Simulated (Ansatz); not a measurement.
# H on Pt(111): change of the work function, part 2 of 2

Aim: the work function of Pt(111) at several coverages of H (fcc site), and the dipole that each adsorbate carries.

Ansatz 0.2.0; plane-wave DFT, PBE, Ansatz PAW.

So far, work function, upper face (eV): step 2 (the clean slab) 5.70; step 3 (37 atoms, coverage 0.111 ML, cell 3x3) 5.65.

**4. The covered slab, k-mesh 6×6×1, coverage 0.25 ML**

System of this step: HPt16 (H/Pt(111)). The cell holds 17 atoms: 16 Pt and 1 H. Its edges and angles: a = 5.544 Å, b = 5.544 Å, c = 25.536 Å, α = 90.0°, β = 90.0°, γ = 60.0°. Vacuum lies along c.

Another coverage, to see how the dipoles act on each other as their distance changes.

input.yaml reads:

```yaml
crystal:
  lattice:
    - [5.5437171645, 1.0e-10, 0.0]
    - [2.7718585822, 4.8009998959, 0.0]
    - [0.0, 0.0, 25.5361101358]
  atoms:
    - { symbol: Pt, position: [0.0, 0.0, 0.352442089] }
    - { symbol: Pt, position: [0.1666666667, 0.1666666667, 0.4410700375] }
    - { symbol: Pt, position: [0.3333333333, 0.3333333333, 0.5314032754] }
    - { symbol: Pt, position: [0.0, 0.0, 0.6228628172] }
    - { symbol: Pt, position: [0.0, 0.5, 0.352442089] }
    - { symbol: Pt, position: [0.1666666667, 0.6666666667, 0.4410700375] }
    - { symbol: Pt, position: [0.3333333333, 0.8333333333, 0.5314032754] }
    - { symbol: Pt, position: [0.0, 0.5, 0.6228628172] }
    - { symbol: Pt, position: [0.5, 0.0, 0.352442089] }
    - { symbol: Pt, position: [0.6666666667, 0.1666666667, 0.4410700375] }
    - { symbol: Pt, position: [0.8333333333, 0.3333333333, 0.5314032754] }
    - { symbol: Pt, position: [0.5, 0.0, 0.6228628172] }
    - { symbol: Pt, position: [0.5, 0.5, 0.352442089] }
    - { symbol: Pt, position: [0.6666666667, 0.6666666667, 0.4410700375] }
    - { symbol: Pt, position: [0.8333333333, 0.8333333333, 0.5314032754] }
    - { symbol: Pt, position: [0.5, 0.5, 0.6228628172] }
    - { symbol: H, position: [0.1666666667, 0.1666666667, 0.647557911] }
kpoints:
  mp_grid: { grid: [6, 6, 1] }
hamiltonian:
  xc: pbe
scf:
  occupations: { method: fermi_dirac, width: 0.1 }
  convergence: { dr2_threshold: 1.0e-08 }
efield:
  axis: 3
  dipole_correction: true
  ramp_position: 0.97
  ramp_width: 0.06
relax:
  f_tol: 0.02
  max_steps: 60
  constraints: [{ sites: [0, 1, 4, 5, 8, 9, 12, 13] }]
output:
  dos: { projected: true, e_range: [-8, 4] }
  write_potential: true
  write_density: true
  volumetric_format: npy
  elf: true
```

Run with:

```bash
ansatz run input.yaml --threads 4 --pin off --max-ram 16384MiB --backend cpu --events-out ev --progress --plain --runs-dir out
```

Elapsed: 1.9 min, on 4 threads of Arm Neoverse V2, shared host; peak memory 2.8 GiB.

Step by step:

```
step  energy less that of the first step (eV)  largest force component (eV/Å)
   1                                   0.0000                          1.5311
   2                                  -0.2116                          0.5515
   3                                  -0.2636                          0.1441
   4                                  -0.2665                          0.0368
   5                                  -0.2666                          0.0007
```

Forces are held to the 6 operations that the program found; a distortion that breaks them can't arise in this run.

The atoms that moved most (Å):

```
atom      dx      dy      dz  length
 H17   0.000   0.000   0.314   0.314
 Pt4  -0.026  -0.015   0.052   0.059
Pt12   0.026  -0.015   0.052   0.059
 Pt8   0.000   0.030   0.052   0.059
Pt15   0.000   0.000   0.020   0.020
Pt16   0.000   0.000  -0.016   0.016
Pt11   0.003  -0.002   0.004   0.005
 Pt7   0.000   0.004   0.004   0.005
```

The relaxed structure:

```cif
data_structure
_symmetry_space_group_name_H-M 'P 1'
_symmetry_Int_Tables_number 1
_cell_length_a 5.5437
_cell_length_b 5.5437
_cell_length_c 25.5361
_cell_angle_alpha 90.000
_cell_angle_beta 90.000
_cell_angle_gamma 60.000
_cell_volume 679.65
loop_
_atom_site_label
_atom_site_type_symbol
_atom_site_fract_x
_atom_site_fract_y
_atom_site_fract_z
_atom_site_occupancy
Pt1 Pt 0.00000 0.00000 0.35244 1
Pt2 Pt 0.16667 0.16667 0.44107 1
Pt3 Pt 0.33294 0.33294 0.53156 1
Pt4 Pt 0.99693 0.99693 0.62488 1
Pt5 Pt 0.00000 0.50000 0.35244 1
Pt6 Pt 0.16667 0.66667 0.44107 1
Pt7 Pt 0.33294 0.83413 0.53156 1
Pt8 Pt 0.99693 0.50615 0.62488 1
Pt9 Pt 0.50000 0.00000 0.35244 1
Pt10 Pt 0.66667 0.16667 0.44107 1
Pt11 Pt 0.83413 0.33294 0.53156 1
Pt12 Pt 0.50615 0.99693 0.62488 1
Pt13 Pt 0.50000 0.50000 0.35244 1
Pt14 Pt 0.66667 0.66667 0.44107 1
Pt15 Pt 0.83333 0.83333 0.53218 1
Pt16 Pt 0.50000 0.50000 0.62222 1
H17 H 0.16667 0.16667 0.65987 1
```

This step gave:

```yaml
energy_at_zero_smearing: -200379.9038 eV
work_function_upper_face: 5.585 eV
work_function_lower_face: 5.653 eV
dipole_along_the_normal: 0.01000 e·Å
step_between_the_vacuum_levels: -0.06800 eV
```

The density of states has structure finer than the step of the table below, so its rows give means over 0.5 eV. Peaks (eV: height): -3.22: 56.6, -3.13: 56.3, -3.01: 50.5, -2.20: 58.6, -2.05: 40.5, -0.39: 44.0, 0.06: 57.0.

Density of states against energy, zero at the Fermi level; means over each step:

energy (eV), density of states (states/eV a cell) and a bar:
```
     -7.5        2.9 
     -7.0        5.3 ##
     -6.5       12.0 #########
     -6.0       17.6 ##############
     -5.5       21.4 ##################
     -5.0       16.6 #############
     -4.5       20.0 ################
     -4.0       22.2 ##################
     -3.5       28.9 #########################
     -3.0       34.4 ##############################
     -2.5       18.0 ##############
     -2.0       27.1 #######################
     -1.5       22.9 ###################
     -1.0       27.8 ########################
     -0.5       25.2 #####################
      0.0       27.9 ########################
      0.5       11.6 ########
      1.0        4.3 #
      1.5        6.0 ###
```

Projected DOS per atom over height of the atomic layer and energy from the Fermi level. Layers: Pt4 Pt4 Pt4 Pt4 H from below.

Ten even steps from '0' (0.04 states/eV) to '9' (2.42 states/eV), each cell a mean:
```
11110
00000
11110
32220
68750
75570
75580
74570
64570
64460
85570
98790
67660
46650
44540
34430
46640
36520
25410
12100
00001
00012
```
Columns: height of the atomic layer (Å) from 9 to 16.9 (not evenly spaced); rows upwards: energy from the Fermi level (eV) from -7.96 to 1.95.

Valence density in the ca plane at fractional y = 0.167, with atoms of Pt and H within 0.2 Å of it. It is the smooth field of the valence electrons, not physical close to the nuclei.

Ten steps, logarithmic in the rise over the least value, from '0' (0 e/Å³) to '9' (11 e/Å³), each cell a mean:
```
46643223332235654334565310000000000000000000
46643233332235654334564310000000000000000000
34433346653234543223443210000000000000000000
23332478985323332222332210000000000000000000
22222489996322222112222110000000000000000000
23322479986322222122232110000000000000000000
34433357764333432223443210000000000000000000
45543234433235553234554310000000000000000000
56653223322245654334665310000000000000000000
45543234443235553224554311000000000000000000
33332357864333432222333321000000000000000000
22222479986322322112234431000000000000000000
22222489996322222112234541000000000000000000
23332478985323332222333431000000000000000000
34443346653234443223444321000000000000000000
```
Columns run along c (16.0 Å, from fractional 0.33 to 0.96 of the cell), rows up along a (5.5 Å). Atoms in or near the plane, at fractional coordinates: Pt at (0.44, 0.17), Pt at (0.44, 0.67), H at (0.66, 0.17).

Electrostatic potential energy in the ca plane at fractional y = 0.167, with atoms of Pt and H within 0.2 Å of it. With pseudopotentials it is smooth inside the atoms' cores, unlike the true potential.

Ten even steps from '0' (-46 eV) to '9' (10 eV), each cell a mean:
```
64468988889985347887446899999999999999999999
64468988889985347887446899999999999999999999
86688864358987678998767999999999999999999999
98889720015898889999889999999999999999999999
99998600003899999999999999999999999999999999
99898710004899899999989999999999999999999999
87788851137888788998778999999999999999999999
75578987778986458987557899999999999999999999
63368998889975347887436899999999999999999999
75578987678986458987657899999999999999999999
88788841037888788998878899999999999999999999
99998710004899899999987469999999999999999999
99998600003899999999986159999999999999999999
98888720015898889999888789999999999999999999
76678874358987678998767899999999999999999999
```
Columns run along c (16.0 Å, from fractional 0.33 to 0.96 of the cell; values clipped at the 3rd and 97th percentile), rows up along a (5.5 Å). Atoms in or near the plane, at fractional coordinates: Pt at (0.44, 0.17), Pt at (0.44, 0.67), H at (0.66, 0.17).

ELF in the ca plane at fractional y = 0.167, with atoms of Pt and H within 0.2 Å of it. It is the smooth field of the valence electrons, not physical close to the nuclei.

Ten even steps from '0' (0.00) to '9' (0.96), each cell a mean:
```
34432222222224432223343321000000000000000000
34432222222234432223343321000000000000000000
33322234432223332222333221000000000000000000
22222256653222222112222221000000000000000000
22222356664222221112222211000000000000000000
22222256664222221112222211000000000000000000
23222245543222222122232221000000000000000000
33332223322223432223333321000000000000000000
34432222222234442223443321000000000000000000
33332223332223432222333322100000000000000000
22222245553222222122223554200000000000000000
22222356664222221111237997310000000000000000
22222356664222221111238998410000000000000000
22222256653222222112225776200000000000000000
33322234432223332222333332100000000000000000
```
Columns run along c (16.0 Å, from fractional 0.33 to 0.96 of the cell), rows up along a (5.5 Å). Atoms in or near the plane, at fractional coordinates: Pt at (0.44, 0.17), Pt at (0.44, 0.67), H at (0.66, 0.17).

The relaxation took 5 steps and lowered the energy by 0.27 eV; the largest force on the free atoms ends at 7.0e-4 eV/Å.

By hand: a sheet of dipoles makes a step −p/(ε₀A) in the electron's potential. With e/ε₀ = 180.95 V·Å, p = 0.01000 e·Å and A = 26.62 Å², that is −180.95 × (0.01000) / 26.62 = -0.068 eV, and the two vacuum levels of the run differ by -0.068 eV.

The covered face has 5.59 eV, -0.12 eV against the clean one; the bare back face has moved by -0.02 eV, a measure of how thin the slab is.

**5. The covered slab, k-mesh 6×6×1, coverage 0.5 ML**

System of this step: HPt8 (H/Pt(111)). The cell holds 18 atoms: 16 Pt and 2 H. Cell: a = 5.544 Å, b = 5.544 Å, c = 25.536 Å, α = 90.0°, β = 90.0°, γ = 60.0°. Vacuum lies along c.

input.yaml: that of step 4 with these lines changed.

```diff
@@ -23,2 +23,3 @@
     - { symbol: H, position: [0.1666666667, 0.1666666667, 0.647557911] }
+    - { symbol: H, position: [0.6666666667, 0.1666666667, 0.647557911] }
 kpoints:
```

Wall time 3.4 min (4 threads); peak memory 3.2 GiB.

Step by step:

```
step  energy less that of the first step (eV)  largest force component (eV/Å)
   1                                   0.0000                          1.5567
   2                                  -0.4105                          0.6149
   3                                  -0.5205                          0.1805
   4                                  -0.5255                          0.0099
```

The run keeps the 4 symmetry operations that the program found, so distortions that break them were not tested.

The atoms that moved most (Å):

```
atom     dx      dy     dz  length
 H18  0.000   0.016  0.351   0.351
 H17  0.000   0.016  0.351   0.351
 Pt4  0.000  -0.048  0.096   0.107
Pt12  0.000  -0.048  0.096   0.107
 Pt8  0.000   0.008  0.027   0.028
Pt16  0.000   0.008  0.027   0.028
 Pt7  0.000   0.000  0.025   0.025
Pt15  0.000   0.000  0.025   0.025
```

The relaxed structure:

```xyz
18
Lattice="5.5437 0.0000 0.0000 2.7719 4.8010 0.0000 0.0000 0.0000 25.5361" Properties=species:S:1:pos:R:3
Pt    0.0000    0.0000    9.0000
Pt    1.3859    0.8002   11.2632
Pt    2.7719    1.5927   13.5744
Pt    0.0000   -0.0475   16.0016
Pt    1.3859    2.4005    9.0000
Pt    2.7719    3.2007   11.2632
Pt    4.1578    4.0004   13.5949
Pt    1.3859    2.4088   15.9325
Pt    2.7719    0.0000    9.0000
Pt    4.1578    0.8002   11.2632
Pt    5.5437    1.5927   13.5744
Pt    2.7719   -0.0475   16.0016
Pt    4.1578    2.4005    9.0000
Pt    5.5437    3.2007   11.2632
Pt    6.9296    4.0004   13.5949
Pt    4.1578    2.4088   15.9325
H     1.3859    0.8157   16.8872
H     4.1578    0.8157   16.8872
```

The density of states has structure finer than the step of the table below, so its rows give means over 0.5 eV. Peaks (eV: height): -3.40: 38.3, -3.25: 45.1, -3.07: 53.9, -2.98: 43.9, -2.26: 41.3, -0.42: 49.6, 0.03: 39.0.

Density of states against energy, zero at the Fermi level; means over each step:

```
energy (eV)  density of states (states/eV a cell)
       -7.5                                  5.12
       -7.0                                  4.78
       -6.5                                  11.4
       -6.0                                  17.3
       -5.5                                  20.4
       -5.0                                  18.1
       -4.5                                  20.6
       -4.0                                  22.0
       -3.5                                  31.2
       -3.0                                  32.5
       -2.5                                  18.5
       -2.0                                  24.1
       -1.5                                  23.8
       -1.0                                  26.4
       -0.5                                  25.1
        0.0                                  25.5
        0.5                                  10.0
        1.0                                  4.51
        1.5                                  6.05
```

The relaxation took 4 steps and lowered the energy by 0.53 eV; the largest force on the free atoms ends at 0.0099 eV/Å.

The covered face has 5.45 eV, -0.25 eV against the clean one; the bare back face has moved by -0.02 eV, a measure of how thin the slab is.

**6. The covered slab, k-mesh 12×12×1, coverage 1 ML**

System of this step: HPt4 (H/Pt(111)). The cell holds 5 atoms: 4 Pt and 1 H. Its edges and angles: a = 2.772 Å, b = 2.772 Å, c = 25.536 Å, α = 90.0°, β = 90.0°, γ = 60.0°. Vacuum lies along c.

input.yaml, the sections that differ from step 5:

```yaml
crystal:
  lattice:
    - [2.7718585823, 0.0, 0.0]
    - [1.3859292911, 2.4004999479, 0.0]
    - [0.0, 0.0, 25.5361101358]
  atoms:
    - { symbol: Pt, position: [0.0, 0.0, 0.352442089] }
    - { symbol: Pt, position: [0.3333333333, 0.3333333333, 0.4410700375] }
    - { symbol: Pt, position: [0.6666666667, 0.6666666667, 0.5314032754] }
    - { symbol: Pt, position: [0.0, 0.0, 0.6228628172] }
    - { symbol: H, position: [0.3333333333, 0.3333333333, 0.647557911] }
kpoints:
  mp_grid: { grid: [12, 12, 1] }
relax:
  f_tol: 0.02
  max_steps: 60
  constraints: [{ sites: [0, 1] }]
output:
  write_potential: true
  write_density: true
  volumetric_format: npy
# hamiltonian, scf, efield: as in step 5
```

It took 15 s on 4 threads; peak memory 0.5 GiB; 58 s of CPU time.

Relaxation path:

```
step  energy less that of the first step (eV)  largest force component (eV/Å)
   1                                   0.0000                          1.3895
   2                                  -0.1887                          0.5921
   3                                  -0.2414                          0.1635
   4                                  -0.2448                          0.0102
```

Forces are held to the 6 operations that the program found; a distortion that breaks them can't arise in this run.

The atoms that moved most (Å):

```
atom     dx     dy     dz  length
  H5  0.000  0.000  0.396   0.396
 Pt4  0.000  0.000  0.097   0.097
 Pt3  0.000  0.000  0.023   0.023
```

Final coordinates:

```xyz
5
Lattice="2.7719 0.0000 0.0000 1.3859 2.4005 0.0000 0.0000 0.0000 25.5361" Properties=species:S:1:pos:R:3
Pt    0.0000    0.0000    9.0000
Pt    1.3859    0.8002   11.2632
Pt    2.7719    1.6003   13.5932
Pt    0.0000    0.0000   16.0030
H     1.3859    0.8002   16.9319
```

Running mean over 2.263 Å of the planar mean; the ramp of the sawtooth is left out. The electron's electrostatic potential energy less the Fermi level by z:

```
z (Å)  electron's electrostatic potential energy less the Fermi level (eV)
    3                                                                 5.66
    4                                                                 5.66
    5                                                                 5.66
    6                                                                 5.60
    7                                                                 4.58
    8                                                                -4.98
    9                                                                -11.6
   10                                                                -12.1
   11                                                                -12.1
   12                                                                -11.6
   13                                                                -11.7
   14                                                                -11.6
   15                                                                -10.5
   16                                                                -12.9
   17                                                                -6.86
   18                                                                 3.19
   19                                                                 4.96
   20                                                                 5.05
   21                                                                 5.05
   22                                                                 5.05
```

The relaxation took 4 steps and lowered the energy by 0.24 eV; the largest force on the free atoms ends at 0.010 eV/Å.

The covered face has 5.05 eV, -0.65 eV against the clean one; the bare back face has moved by -0.01 eV, a measure of how thin the slab is.

**7. Work function against coverage**

This step: plane-wave DFT, PBE, Ansatz PAW; work function against coverage (Ansatz 0.2.0).

The runs are now put side by side.

This step gave:

```
work function of the clean face     : 5.703 eV
largest change of the work function : -0.6498 eV
```

Table of work function of the covered face by coverage:

```
coverage (adsorbates/nm²)  work function of the covered face (eV)
                     0.00                                    5.70
                     1.67                                    5.65
                     3.76                                    5.59
                     7.51                                    5.45
                    15.03                                    5.05
```

The dipole per adsorbate comes from the change of the cell's dipole. Coverage, by row:

```
coverage (1/nm²)  coverage (ML)  work function (eV)  change (eV)  dipole per adsorbate, positive end outwards (debye)  mean height of the added atoms over the highest substrate atom (Å)
            1.67         0.1111               5.654     -0.04912                                                0.056                                                              0.8782
           3.757           0.25               5.585      -0.1179                                                 0.07                                                              0.8935
           7.514            0.5               5.448      -0.2547                                                0.085                                                              0.8856
           15.03              1               5.053      -0.6498                                                0.113                                                              0.9289
```

**8. Results**

| Item | Value |
| --- | --- |
| work function of the clean face | 5.70 eV |
| work function at 0.11 ML | 5.65 eV |
| work function at 0.25 ML | 5.59 eV |
| work function at 0.5 ML | 5.45 eV |
| work function at 1 ML | 5.05 eV |
| dipole per adsorbate at 0.11 ML, positive end outwards | 0.06 D |

What this shows: At the lowest coverage H changes the work function of Pt(111) by under 0.15 eV, within the error of so thin a slab; the largest change, -0.65 eV, comes at higher coverage. The slab has 4 layers, at the tabulated experimental lattice constant, one starting site was run, and quantum-size effects of a slab this thin can reach one or two tenths of an eV.

[Long decimals in the printed logs are rounded to 6 places.]

[Logs are printed without paths, hosts, clocks, repeated set-up lines and the standing remarks that a program may print on its own settings, such as how far it seeks lower states.]

[Hosts, paths, dates, database ids (printed as entryN), source tags and the programs' standing remarks are cut or masked in the printed files.]

[Maps of the electrostatic potential energy from Ansatz leave out the sawtooth potential of an applied field or a dipole correction, so their vacuum need not be flat; planar profiles and work functions include it.]

[The density of states shown here was stored with 400 of the rows of the run's finer table, so its peaks can read low, often by over a quarter, or be missed, and its means over a window can be off by a tenth or more.]
